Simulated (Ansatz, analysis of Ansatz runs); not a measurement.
# Reproducing a measured local vibrational mode: Al-H pair in alpha-quartz, part 2 of 2

Aim: the local vibrational mode of the Al-H pair in alpha-quartz, to be set beside the measurement. Set-up: PBE, 72-site cell, measured lattice, 420 eV, k: the single point 1/4 1/4 1/4. The model is a cell of 72 host atoms with Al put on another atom's site and H put in between. The frequencies come from force constants among the defect atom and its neighbours, with the masses of the isotopes named. The measured lattice removes the functional's error in the volume.

Ansatz 0.2.0; PBE, 72-site cell, measured lattice, 420 eV, k: the single point 1/4 1/4 1/4.

So far: Set-up; Relaxation, charge 0.

### 2. Relaxation, charge 0 (continued)

Level of this step: plane-wave PAW DFT, PBE; relaxation of all atoms of a defect supercell (Ansatz).

The steps of the relaxation:

```tsv
step	energy less that of the first step (eV)	largest force component (eV/Å)
1	0.0000	31.0427
2	-5.5874	14.8593
3	-8.9108	7.1441
4	-10.2955	2.9205
5	-10.8592	1.7121
6	-11.1687	1.1803
7	-11.3796	0.6812
8	-11.4429	0.6187
9	-11.4804	0.5556
10	-11.4995	0.4669
11	-11.5193	0.4245
12	-11.5339	0.1818
13	-11.5408	0.0975
14	-11.5410	0.2651
15	-11.5438	0.0353
16	-11.5440	0.0520
17	-11.5441	0.0080
18	-11.5441	0.0080
```

The atoms that moved most (Å, from the sites as typed, ahead of the random displacement, the mean shift of all atoms taken out):

```tsv
atom	dx	dy	dz	length
H73	-1.153	0.029	0.881	1.451
O4	-0.219	-0.217	0.036	0.311
O15	0.223	-0.117	-0.133	0.285
O63	0.223	0.044	-0.102	0.249
O52	0.155	-0.032	0.088	0.181
O16	0.035	-0.010	0.160	0.165
Al12	0.043	0.095	0.093	0.140
O31	0.086	0.092	-0.047	0.134
```

Neighbours of the ideal centre at the end:

```tsv
atom	distance (Å)
O4	0.517
H73	1.400
Al12	1.446
Si1	1.936
O15	2.416
O9	2.502
O16	2.522
O27	2.696
```

Neighbours of the added atoms: H73: O4 0.99, O63 2.02, Si1 2.25 Å.

Numbers from this step:

```
free energy : -42494.8795 eV
```

The relaxation ends 158 meV an atom lower than the displaced start, with a largest force component of 0.0080 eV/Å.

### 3. Local vibrational modes

A local mode lives on the defect and the atoms next to it, so only the sites listed in the input are displaced, which costs far fewer SCF runs than the whole cell would.

This step: plane-wave PAW DFT, PBE; finite-displacement force constants among the atoms nearest to a defect, the others at rest.

File modes/input.yaml:

```yaml
crystal:
  lattice:
    - [9.83272005, 0.0, 0.0]
    - [-4.91636003, 8.51538535, 0.0]
    - [0.0, 0.0, 10.8168]
  atoms:
    - { symbol: Si, position: [0.225730836, -0.01138044, 0.330661949] }
    - { symbol: Si, position: [0.001342955, 0.238880396, 0.16305268] }
[... 1 atom line left out ...]
    - { symbol: O, position: [0.170252697, 0.111954747, 0.392999997] }
    - { symbol: O, position: [0.356696709, 0.076638763, 0.226050609] }
[... 2 atom lines left out ...]
    - { symbol: O, position: [0.067261023, 0.365502767, 0.275077632] }
    - { symbol: O, position: [0.30376109, 0.444078684, 0.436039112] }
[... 2 atom lines left out ...]
    - { symbol: Al, position: [0.277235227, 0.278514782, 0.508630759] }
[... 2 atom lines left out ...]
    - { symbol: O, position: [0.448059131, 0.281460117, 0.544094331] }
    - { symbol: O, position: [0.140285456, 0.204181566, 0.625118913] }
[... 9 atom lines left out ...]
    - { symbol: O, position: [0.063911942, 0.851727714, 0.273145302] }
    - { symbol: O, position: [0.292922267, 0.932158122, 0.443236403] }
[... 16 atom lines left out ...]
    - { symbol: O, position: [0.566680759, 0.36555716, 0.277801498] }
[... 28 atom lines left out ...]
    - { symbol: H, position: [0.055572122, 0.056825277, 0.408395493] }
basis:
  ecutwfc: 420
  xc_grid: 2
hamiltonian:
  xc: pbe
kpoints:
  mp_grid: { grid: [1, 1, 1], shift: [0.25, 0.25, 0.25] }
scf:
  occupations: { method: fermi_dirac, width: 0.01 }
  max_iter: 120
output: {}
checkpoint:
  read: "../relax.run"
phonons:
  supercell: [1, 1, 1]
  displaced_sites: [0, 3, 11, 62, 72]
```

Run with:

```console
$ ansatz run input.yaml --threads 2 --pin off --max-ram 3768MiB --backend cpu --events-out ev --progress --plain --runs-dir out
```

Numbers of over 12 decimals in the logs are rounded to 6 here.

Output:

```text
[...]
Crystal: 73 atoms, lattice volume = 905.684 Å³
Basis set: ecut = 420 eV, 17821 PW (Γ), exchange–correlation on 144×144×150 points (8 copies of the dense FFT grid, shifted against one another)
Bands: 265, of which v1, the nominal top of the filled ones, is band 192 counted from 1 (191 counted from 0)
Symmetry: 1 space group operations
k-points: 1
[...]
SCF iter   4: F=-42494.879454 eV  HF=-42494.879454 eV  |F-HF|=2.18e-11  |Δ(HF+E_count)|=  1.46e-11  Δρ=5.09e-8  dr2=1.39e-11  ethr=1.00e-12  ⟨swp⟩=3.0  Hψ=870  notcnv=0
SCF 1 converged in 4 iterations: F = -42494.879454 eV  dr2 = 1.39e-11
[...]
SCF 2 converged in 9 iterations: F = -42494.879362 eV  dr2 = 9.45e-13
[...]
SCF 3 converged in 6 iterations: F = -42494.879356 eV  dr2 = 1.86e-12
[...]
symmetry images taken by strict's conditions (phonons.symmetry_images: auto; settled by no image being taken that strict refuses)
  force constants formed among 5 of 73 sites (Si 0, O 3, Al 11, O 62, H 72); the other 68 at rest. The modes move the named sites alone.
  the frequencies, the zero-point energy and the sums are of the block with the acoustic sum rule laid on its rows. Row sums over every site: 1.3e-4 eV/Å² at the most
  transpose residual: 4.1e-4 eV/Å²
  largest component of a force at the reference: 6.5e-3 eV/Å on a named site, 8.0e-3 eV/Å on a site at rest
  frequencies among the named sites at Γ of the cell (cm⁻¹): 265.06 286.93 314.58 349.41 450.43 527.38 559.72 613.22 621.52 698.14 703.27 799.65 921.74 1172.63 3348.05
  unstable modes among the named sites: 0
  frequencies as built, with no sum rule (cm⁻¹): 265.05 286.93 314.58 349.41 450.44 527.38 559.72 613.22 621.52 698.14 703.27 799.65 921.74 1172.63 3348.05
  zero-point energy: 0.721076 eV/cell   skipped modes (ω ≤ 0): 0
  not written: the harmonic force-constant file, the file of eigenvectors (these modes' are written with the force constants), the density of states and the dispersion, which are of every site
[key lines of the parts left out:]
SCF converged after 4 iterations
Free energy (F): -42494.879454 eV
Fermi energy:    5.955636 eV
```

Elapsed: 10 min, on 2 threads of Arm Neoverse V2, shared host; peak memory 1.6 GiB.

The column dr2 measures how far the density is from self-consistency, as an energy; F and HF (Harris–Foulkes) agree once it is small.

Read from the output:

```yaml
free_energy: -42494.8795 eV
```

The modes with the largest weight on the probed atoms (the light atom of a pair), for the masses of each isotope. Modes of the displaced atoms (local only where they lie over the host's phonons):

```tsv
isotopes	mode (cm⁻¹)	share of the defect atoms
H	3348	0.94
H	1173	0.888
H	559.7	0.486
D	2439	0.885
D	897.4	0.49
D	431.9	0.759
```

### 4. Results

| Quantity | Value |
| --- | --- |
| distance from the defect atom to its nearest neighbour | 0.991 Å |
| O-H stretch, 1H | 3348 cm⁻¹ |
| time of the whole chain | 16 min on 2 threads |

In words: O-H stretch, 1H: computed 3348 cm⁻¹, measured 3378 cm⁻¹ and 3313 cm⁻¹; 30 cm⁻¹ (1 %) below the nearest measurement. The computed value is harmonic, while the measured line is the anharmonic fundamental, which for X–H stretches usually lies a few per cent lower. Only the named neighbours move, so modes near the host's band are approximate.

[Logs are printed without paths, hosts, clocks, repeated set-up lines and the standing remarks that a program may print on its own settings, such as how far it seeks lower states.]

[Hosts, paths, dates, database ids (printed as entryN), source tags and the programs' standing remarks are cut or masked in the printed files.]

[For some hosts the program warned that the k-mesh of the response run may be too coarse for force constants and the static dielectric constant; such warnings are not shown here.]
